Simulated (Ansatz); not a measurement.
**Si(100)-2x1 dimers: modes of surface species**

Aim: bond lengths and vibrational modes of species bound on Si(100)-2x1 dimers.

Main program and level: Ansatz 0.2.0; DFT PBE, scalar-relativistic, plane waves, PAW; PAW set soft_1.

## (1) The bulk crystal behind the slab

The structure is cubic, space group Fd-3m (No. 227). The conventional cell has a = 5.450 Å, b = 5.450 Å, c = 5.450 Å, α = 90.00°, β = 90.00°, γ = 90.00°. Nearest to Si lie 4 Si at 2.36 Å.

Structure file:

```cif
data_structure
_symmetry_space_group_name_H-M 'Fd-3m:1'
_symmetry_Int_Tables_number 227
_cell_length_a 5.4500
_cell_length_b 5.4500
_cell_length_c 5.4500
_cell_angle_alpha 90.000
_cell_angle_beta 90.000
_cell_angle_gamma 90.000
_cell_volume 161.88
loop_
_atom_site_label
_atom_site_type_symbol
_atom_site_symmetry_multiplicity
_atom_site_Wyckoff_symbol
_atom_site_fract_x
_atom_site_fract_y
_atom_site_fract_z
_atom_site_occupancy
Si1 Si 8 b 0.00000 0.00000 0.50000 1
```

## (2) Relaxation of the host

The host crystal is relaxed at the same level, and its volume sets the scale of the cells that follow.

input.yaml reads:

```yaml
crystal:
  lattice:
    - [0.0, 2.725, 2.725]
    - [2.725, 0.0, 2.725]
    - [2.725, 2.725, 0.0]
  atoms:
    - { symbol: Si, position: [0.0, 0.0, 0.0] }
    - { symbol: Si, position: [0.25, 0.25, 0.25] }
kpoints:
  mp_grid: { grid: [10, 10, 10] }
hamiltonian:
  xc: pbe
  pseudopotentials: { kind: paw, azcp: { folder: soft_1 } }
scf:
  occupations: { method: gaussian, width: 0.02 }
output:
  forces: true
  stress: true
  eigenvalues: true
relax:
  adjacent_minimum: "off"
  f_tol: 0.002
  max_steps: 60
  cell: { stress_tol: 0.02 }
```

Started as:

```
> ansatz run input.yaml --threads 8 --pin off --max-ram 20480MiB --backend cpu --events-out ev --progress --plain --runs-dir out
```

Numbers of over 12 decimals in the logs are rounded to 6 here.

The program printed:

```text
The last accepted step is kept in <dir> (removed where the run ends without a failure and the disk answers)
Engine: ansatz 0.2.0, aarch64-unknown-linux-gnu
Pseudopotentials: kind: paw
Pseudopotential: Si, paw, valence charge 4, recommended cutoff 420 eV (normal), soft_1/Si.paw.azcp
Functional definition: PBE
  parameter kappa = 0.804
  parameter beta = 0.066725
  exchange = pbe_x(kappa = kappa, mu = beta*pi^2/3)
[...]
--- Relaxed structure (3 steps of the walk, 3 accepted, 1 SCFs on fresh bases) ---
  F+E_penalty+E_count = -1271.62301785 eV   max|allowed force component| = 7.517e-17 eV/Å   (the final SCF, on the basis selected at the relaxed cell)
  cell:  # Å, volume = 40.9115 Å³
    - [0, 2.734880, 2.734880]
    - [2.734880, 0, 2.734880]
    - [2.734880, 2.734880, 0]
  atoms:
    - { symbol: Si, position: [0, 0, 0] }
    - { symbol: Si, position: [0.25, 0.25, 0.25] }
[key lines of the parts left out:]
SCF converged after 4 iterations
Free energy (F): -1271.623018 eV
Fermi energy:    6.304617 eV
P = ⅓ Tr σ = 0.0045 GPa (0.045 kbar)
```

The job ended after 1.5 s (8 threads of Arm Neoverse N1, shared host; peak memory 0.29 GiB; 8.6 s of CPU time).

The steps of the relaxation:

```csv
step,energy less that of the first step (eV),largest force component (eV/Å),pressure (GPa),volume (Å³)
1,0.0000,0.0000,0.99,40.47
2,-0.0013,0.0000,0.24,40.81
3,-0.0014,0.0000,0.00,40.91
4*,-0.0014,0.0000,0.00,40.91
```

Relaxation steps marked * repeat the geometry before them on a plane-wave basis chosen anew for their cell, so energy and pressure can jump there.

The run keeps the 48 symmetry operations that it works with, so distortions that break them were not tested.

```csv
"conventional cell, symmetrised",before,after,change
a (Å),5.450,5.470,+0.4 %
b (Å),5.450,5.470,+0.4 %
c (Å),5.450,5.470,+0.4 %
volume (Å³/atom),20.23,20.46,+1.1 %
```

Final coordinates:

```cif
data_structure
_symmetry_space_group_name_H-M 'P 1'
_symmetry_Int_Tables_number 1
_cell_length_a 3.8677
_cell_length_b 3.8677
_cell_length_c 3.8677
_cell_angle_alpha 60.000
_cell_angle_beta 60.000
_cell_angle_gamma 60.000
_cell_volume 40.91
loop_
_atom_site_label
_atom_site_type_symbol
_atom_site_fract_x
_atom_site_fract_y
_atom_site_fract_z
_atom_site_occupancy
Si1 Si 0.00000 0.00000 0.00000 1
Si2 Si 0.25000 0.25000 0.25000 1
```

This step gave:

- pressure: 0.004525 GPa
- gap on the k-mesh: 0.6174 eV
- volume per atom: 20.46 Å³

The forces vanish by symmetry.

The cell grew by 1.1 % in volume.

## (3) Letting the atoms settle: OH on both atoms of the dimer

The slab carries OH on both atoms of the dimer. Its plane takes the lattice constant of the bulk relaxed at this level. The lowest layers and the H atoms that close the back face are held, and the other atoms relax. The program lengthens the typed cell of 25.8 Å along the normal to 45.2 Å, as its cut-off of the electrostatics needs, and moves no atom.

System of this step: OH on both atoms of the dimer on Si(100)-2x1 dimers. The cell holds 22 atoms: 14 Si, 6 H and 2 O. Cell: a = 7.735 Å, b = 3.868 Å, c = 45.210 Å, α = 90.0°, β = 90.0°, γ = 90.0°. It derives from Si. Vacuum lies along c.

input.yaml reads:

```yaml
crystal:
  lattice:
    - [7.7354058354, 0.0, 0.0]
    - [0.0, 3.8677029177, 0.0]
    - [0.0, 0.0, 25.7594716919]
  atoms:
    - { symbol: Si, position: [0.0, 0.0, 0.325881] }
    - { symbol: Si, position: [0.5, 0.0, 0.325881] }
    - { symbol: Si, position: [0.25, 0.0, 0.378966] }
    - { symbol: Si, position: [0.75, 0.0, 0.378966] }
    - { symbol: Si, position: [0.25, 0.5, 0.432051] }
    - { symbol: Si, position: [0.75, 0.5, 0.432051] }
    - { symbol: Si, position: [0.0, 0.5, 0.485136] }
    - { symbol: Si, position: [0.5, 0.5, 0.485136] }
    - { symbol: Si, position: [0.0, 0.0, 0.538221] }
    - { symbol: Si, position: [0.5, 0.0, 0.538221] }
    - { symbol: Si, position: [0.25, 0.0, 0.591306] }
    - { symbol: Si, position: [0.75, 0.0, 0.591306] }
    - { symbol: Si, position: [0.346175, 0.5, 0.638547] }
    - { symbol: Si, position: [0.653825, 0.5, 0.638547] }
    - { symbol: H, position: [0.0, 0.317043, 0.292211] }
    - { symbol: H, position: [0.0, 0.682957, 0.292211] }
    - { symbol: H, position: [0.5, 0.317043, 0.292211] }
    - { symbol: H, position: [0.5, 0.682957, 0.292211] }
    - { symbol: O, position: [0.271339, 0.5, 0.704156] }
    - { symbol: H, position: [0.146507, 0.5, 0.707789] }
    - { symbol: O, position: [0.728661, 0.5, 0.704156] }
    - { symbol: H, position: [0.853493, 0.5, 0.707789] }
  periodic: [true, true, false]
kpoints:
  mp_grid: { grid: [4, 8, 1] }
hamiltonian:
  xc: pbe
  pseudopotentials: { kind: paw, azcp: { folder: soft_1 } }
scf:
  occupations: { method: gaussian, width: 0.03 }
output:
  forces: true
  eigenvalues: true
relax:
  adjacent_minimum: "off"
  f_tol: 0.003
  max_steps: 120
  constraints: [{ sites: [0, 1, 2, 3, 14, 15, 16, 17] }]
```

The program printed:

```text
Warning: crystal.periodic: the lattice vector that does not repeat stood 0.000° off the slab's normal, 25.759 Å along it as the deck builds it. The run solves the slab on a vector along the normal, 45.210 Å long, with every atom where it was (on the deck's vector they left 15.05 Å outside them, and the widest stretch free of ions among them is 1.69 Å). A fractional position that the run reports is one of the run's ce [...]
[...]
crystal.periodic: the lattice vector that does not repeat stood 0.000° off the slab's normal, 25.759 Å along it as the deck builds it. The run solves the slab on a vector along the normal, 45.210 Å long, with every atom where it was (on the deck's vector they left 15.05 Å outside them, and the widest stretch free of ions among them is 1.69 Å). A fractional position that the run reports is one of the run's cell, which [...]
[...]
Crystal: 22 atoms, lattice volume = 1352.608 Å³
Basis set: ecut = 420 eV, 26483 PW (Γ), exchange–correlation on 108×54×640 points (8 copies of the dense FFT grid, shifted against one another)
Bands: 59, of which v1, the nominal top of the filled ones, is band 37 counted from 1 (36 counted from 0)
Symmetry: 4 space group operations
[...]
k-points: 15 of 32
[...]
SCF iter   1: F=—  HF=-10136.232165 eV  |F-HF|=—  |Δ(HF+E_count)|=         —  Δρ=3.93e-2  dr2=2.12e1  ethr=3.10e-3  ⟨swp⟩=12.1  Hψ=6695  notcnv=0  defer=95
[...]
SCF iter  12: F=-10130.405104 eV  HF=-10130.405104 eV  |F-HF|=3.98e-8  |Δ(HF+E_count)|=   1.18e-7  Δρ=1.06e-6  dr2=1.74e-8  ethr=3.04e-10  ⟨swp⟩=27.0  Hψ=8769  notcnv=0
SCF 1 converged in 12 iterations: F = -10130.405104 eV  dr2 = 1.74e-8
[...]
relax step   1: F+E_penalty+E_count = -10130.40510439 eV  Δ(F+E_penalty+E_count) = +0.000e0 eV  max|allowed force component| = 1.819e0 eV/Å  Δτ_max = 0.0000 Å  (12 SCF iters, dr2 threshold 2.25e-7 eV, accepted)
[...]
SCF iter   7: F=-10130.694299 eV  HF=-10130.694298 eV  |F-HF|=1.25e-6  |Δ(HF+E_count)|=   1.21e-5  Δρ=3.18e-5  dr2=1.75e-5  ethr=1.35e-7  ⟨swp⟩=20.8  Hψ=7605  notcnv=0
SCF 2 converged in 7 iterations: F = -10130.694299 eV  dr2 = 1.75e-5
[...]
relax step   2: F+E_penalty+E_count = -10130.69429949 eV  Δ(F+E_penalty+E_count) = -2.892e-1 eV  max|allowed force component| = 1.513e0 eV/Å  Δτ_max = 0.1949 Å  (7 SCF iters, dr2 threshold 1.00e-4 eV, accepted)
[...]
SCF iter   7: F=-10130.778699 eV  HF=-10130.778703 eV  |F-HF|=3.91e-6  |Δ(HF+E_count)|=   4.67e-6  Δρ=2.95e-5  dr2=2.42e-5  ethr=1.35e-7  ⟨swp⟩=22.2  Hψ=7465  notcnv=0
SCF 3 converged in 7 iterations: F = -10130.778699 eV  dr2 = 2.42e-5
relax step   3: F+E_penalty+E_count = -10130.77869926 eV  Δ(F+E_penalty+E_count) = -8.440e-2 eV  max|allowed force component| = 8.085e-1 eV/Å  Δτ_max = 0.2000 Å  (7 SCF iters, dr2 threshold 1.00e-4 eV, accepted)
[...]
relax step   4: F+E_penalty+E_count = -10130.81802399 eV  Δ(F+E_penalty+E_count) = -3.932e-2 eV  max|allowed force component| = 2.673e-1 eV/Å  Δτ_max = 0.1075 Å  (6 SCF iters, dr2 threshold 1.00e-4 eV, accepted)
[...]
relax step   5: F+E_penalty+E_count = -10130.82096083 eV  Δ(F+E_penalty+E_count) = -2.937e-3 eV  max|allowed force component| = 2.539e-1 eV/Å  Δτ_max = 0.0438 Å  (8 SCF iters, dr2 threshold 7.81e-6 eV, accepted)
[...]
relax step   6: F+E_penalty+E_count = -10130.82244725 eV  Δ(F+E_penalty+E_count) = -1.486e-3 eV  max|allowed force component| = 2.025e-2 eV/Å  Δτ_max = 0.0099 Å  (6 SCF iters, dr2 threshold 7.05e-6 eV, accepted)
[...]
relax step   7: F+E_penalty+E_count = -10130.82250434 eV  Δ(F+E_penalty+E_count) = -5.709e-5 eV  max|allowed force component| = 1.322e-2 eV/Å  Δτ_max = 0.0025 Å  (7 SCF iters, dr2 threshold 2.56e-8 eV, accepted)
SCF iter   1: F=—  HF=-10130.822775 eV  |F-HF|=—  |Δ(HF+E_count)|=         —  Δρ=3.33e-4  dr2=5.92e-4  ethr=9.64e-6  ⟨swp⟩=2.0  Hψ=1792  notcnv=0  defer=157
[...]
SCF iter   8: F=-10130.822559 eV  HF=-10130.822559 eV  |F-HF|=1.52e-9  |Δ(HF+E_count)|=   1.32e-8  Δρ=3.18e-7  dr2=2.58e-9  ethr=1.48e-11  ⟨swp⟩=15.7  Hψ=5886  notcnv=0
SCF 8 converged in 8 iterations: F = -10130.822559 eV  dr2 = 2.58e-9
relax step   8: F+E_penalty+E_count = -10130.82255930 eV  Δ(F+E_penalty+E_count) = -5.496e-5 eV  max|allowed force component| = 7.930e-4 eV/Å  Δτ_max = 0.0067 Å  (8 SCF iters, accepted)
SCF converged after 8 iterations
Free energy (F): -10130.822559 eV
[...]
Internal energy: -10130.822559 eV  (E = F + TS)
E sigma→0 (E₀):  -10130.822559 eV
Fermi energy:    -4.438081 eV
[...]
--- Forces (eV/Å), atoms counted from 1 ---
  atom   1  Si     0.00000000     0.00000000     0.09550288
  atom   2  Si     0.00000000     0.00000000     0.17801706
  atom   3  Si    -0.19013369     0.00000000    -0.15661605
  atom   4  Si     0.19013369     0.00000000    -0.15661605
  atom   5  Si    -0.00023404     0.00000000     0.00003794
  atom   6  Si     0.00023404     0.00000000     0.00003794
  atom   7  Si     0.00000000     0.00000000    -0.00048426
  atom   8  Si     0.00000000     0.00000000     0.00065947
  atom   9  Si     0.00000000     0.00000000     0.00005022
  atom  10  Si     0.00000000     0.00000000     0.00074218
  atom  11  Si    -0.00078374     0.00000000    -0.00011716
  atom  12  Si     0.00078374     0.00000000    -0.00011716
  atom  13  Si     0.00079298     0.00000000    -0.00023894
  atom  14  Si    -0.00079298     0.00000000    -0.00023894
  atom  15  H      0.00000000    -0.58588452     0.00051606
  atom  16  H      0.00000000     0.58588452     0.00051606
  atom  17  H      0.00000000    -0.57910592     0.01899299
  atom  18  H      0.00000000     0.57910592     0.01899299
  atom  19  O     -0.00032223     0.00000000    -0.00002741
  atom  20  H      0.00027823     0.00000000     0.00020111
  atom  21  O      0.00032223     0.00000000    -0.00002741
  atom  22  H     -0.00027823     0.00000000     0.00020111
  max |Σ_I F_I| component: 1.54e-5 eV/Å
--- Band table (eV; the first three rows and the last of 15) ---
  k-point 0: bands = [... 33 lower, -5.5208, -5.2687, -5.1920, -5.0370, -3.9731, -3.6634, -3.3730, -2.8001, ... 18 higher]
  k-point 1: bands = [... 33 lower, -5.8275, -5.6749, -5.3494, -5.2576, -3.4933, -3.0992, -2.9064, -2.3435, ... 18 higher]
  k-point 2: bands = [... 33 lower, -6.0475, -6.0279, -5.6077, -5.2852, -3.1102, -3.0928, -2.6581, -2.5921, ... 18 higher]
  k-point 14: bands = [... 33 lower, -6.7427, -6.5332, -6.3621, -6.3391, -3.0494, -3.0396, -2.9762, -2.7413, ... 18 higher]
  ° read free of the cell's end (the report's vacuum.weakly_bound_levels)
--- Relaxed structure (8 steps of the walk, 8 accepted, 0 SCFs on fresh bases) ---
  F+E_penalty+E_count = -10130.82255930 eV   max|allowed force component| = 7.930e-4 eV/Å
  cell:  # Å, volume = 1352.6083 Å³
    - [7.7354058354, 0.0, 0.0]
    - [0.0, 3.8677029177, 0.0]
    - [0.0, 0.0, 45.210139]
  atoms:
    - { symbol: Si, position: [0.0, 0.0, 0.185678] }
    - { symbol: Si, position: [0.5, 0.0, 0.185678] }
    - { symbol: Si, position: [0.25, 0.0, 0.215924] }
    - { symbol: Si, position: [0.75, 0.0, 0.215924] }
    - { symbol: Si, position: [0.246292, 0.5, 0.246075] }
    - { symbol: Si, position: [0.753708, 0.5, 0.246075] }
    - { symbol: Si, position: [0.0, 0.5, 0.277835] }
    - { symbol: Si, position: [0.5, 0.5, 0.274652] }
    - { symbol: Si, position: [0.0, 0.0, 0.308790] }
    - { symbol: Si, position: [0.5, 0.0, 0.304130] }
    - { symbol: Si, position: [0.261280, 0.0, 0.336907] }
    - { symbol: Si, position: [0.738720, 0.0, 0.336907] }
    - { symbol: Si, position: [0.343571, 0.5, 0.364025] }
    - { symbol: Si, position: [0.656429, 0.5, 0.364025] }
    - { symbol: H, position: [0.0, 0.317043, 0.166494] }
    - { symbol: H, position: [0.0, 0.682957, 0.166494] }
    - { symbol: H, position: [0.5, 0.317043, 0.166494] }
    - { symbol: H, position: [0.5, 0.682957, 0.166494] }
    - { symbol: O, position: [0.288480, 0.5, 0.399899] }
    - { symbol: H, position: [0.166736, 0.5, 0.404713] }
    - { symbol: O, position: [0.711520, 0.5, 0.399899] }
    - { symbol: H, position: [0.833264, 0.5, 0.404713] }
```

The job ended after 4.6 min (8 threads; peak memory 3.5 GiB).

Step by step:

```csv
step,energy less that of the first step (eV),largest force component (eV/Å)
1,0.0000,1.8190
2,-0.2892,1.5129
3,-0.3736,0.8085
4,-0.4129,0.2673
5,-0.4159,0.2539
6,-0.4173,0.0202
7,-0.4174,0.0132
8,-0.4175,0.0008
```

The run keeps the 4 symmetry operations that it works with, so distortions that break them were not tested.

The atoms that moved most (Å):

```csv
atom,dx,dy,dz,length
H22,-0.156,0.000,0.065,0.169
H20,0.156,0.000,0.065,0.169
O19,0.133,0.000,-0.059,0.145
O21,-0.133,0.000,-0.059,0.145
Si10,0.000,0.000,-0.115,0.115
Si9,0.000,0.000,0.096,0.096
Si12,-0.087,0.000,0.000,0.087
Si11,0.087,0.000,0.000,0.087
```

Numbers from this step:

```yaml
gap_on_the_k_mesh: 0.9300 eV
```

The largest force component left on a free atom is 0.79 meV/Å.

(Continued in part 2 of 3.)

[Logs are printed without paths, hosts, clocks, repeated set-up lines and the standing remarks that a program may print on its own settings, such as how far it seeks lower states.]

[Hosts, paths, dates, database ids (printed as entryN), source tags and the programs' standing remarks are cut or masked in the printed files.]
